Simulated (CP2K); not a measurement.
Consider urea monohydrate at its PBE geometry (Å).

```xyz
11

N     0.3931    1.1327    1.6774
C     0.1159    0.4897    0.4835
N     0.6626   -0.7636    0.3405
O    -0.5917    1.0275   -0.3876
O    -0.9448   -1.1069   -2.0698
H     1.2402    0.8888    2.1817
H     0.1669    2.1219    1.6703
H     0.8981   -1.2862    1.1769
H     0.3033   -1.3044   -0.4472
H    -0.9643   -0.2062   -1.6540
H    -1.2793   -0.9933   -2.9717
```

Method: CP2K XAS_TDP, all-electron GAPW, PBEh(45%), aug-cc-pVDZ, TDA, GW2X-corrected core level, no relativity.

Question: Predict the bright core excitations at the O K edge.

Leading lines: O4 533.11 eV and O5 535.57 eV. The leading line of an atom is its first one with 35 % of the strongest within 2.5 eV of its lowest line over the strength cut. Core ionisation energies at this level: O4 537.01 and O5 538.24 eV.

The first six lines of each atom with a strength over 0.0015:

| atom | energy (eV) | states | strength, one atom | above the computed threshold |
| --- | --- | --- | --- | --- |
| O4 (bonded to C, takes 1 H bond) | 533.11 | 1 | 0.0313 |  |
|  | 535.93 | 1 | 0.0024 |  |
|  | 536.06 | 1 | 0.0026 |  |
|  | 537.90 | 1 | 0.0016 | yes |
|  | 538.19 | 1 | 0.0043 | yes |
|  | 538.78 | 1 | 0.0044 | yes |
| O5 (bonded to 2 H, gives 1 H bond, takes 1) | 535.57 | 1 | 0.0133 |  |
|  | 536.90 | 1 | 0.0034 |  |
|  | 537.45 | 1 | 0.0037 |  |
|  | 537.71 | 1 | 0.0062 |  |
|  | 537.95 | 1 | 0.0054 |  |
|  | 538.17 | 1 | 0.0036 |  |

Lines are vertical, at one geometry, with no vibrational structure. GW2X ionisation energies and lines can be off by 1 to 2 eV either way, and a good line position may hide errors that cancel. These values hold no scalar relativity, about 0.4 eV for O 1s. Rydberg lines, and the discretised continuum above threshold, depend on the basis and the box. This is one low-energy arrangement of the cluster, relaxed without a dispersion correction; others exist.

[Banner, clock and machine lines of the logs are left out without a mark of their own.]

[Logs are printed without paths, hosts, clocks, repeated set-up lines and the standing remarks that a program may print on its own settings, such as how far it seeks lower states.]

[Hosts, paths, dates, database ids (printed as entryN), source tags and the programs' standing remarks are cut or masked in the printed files.]
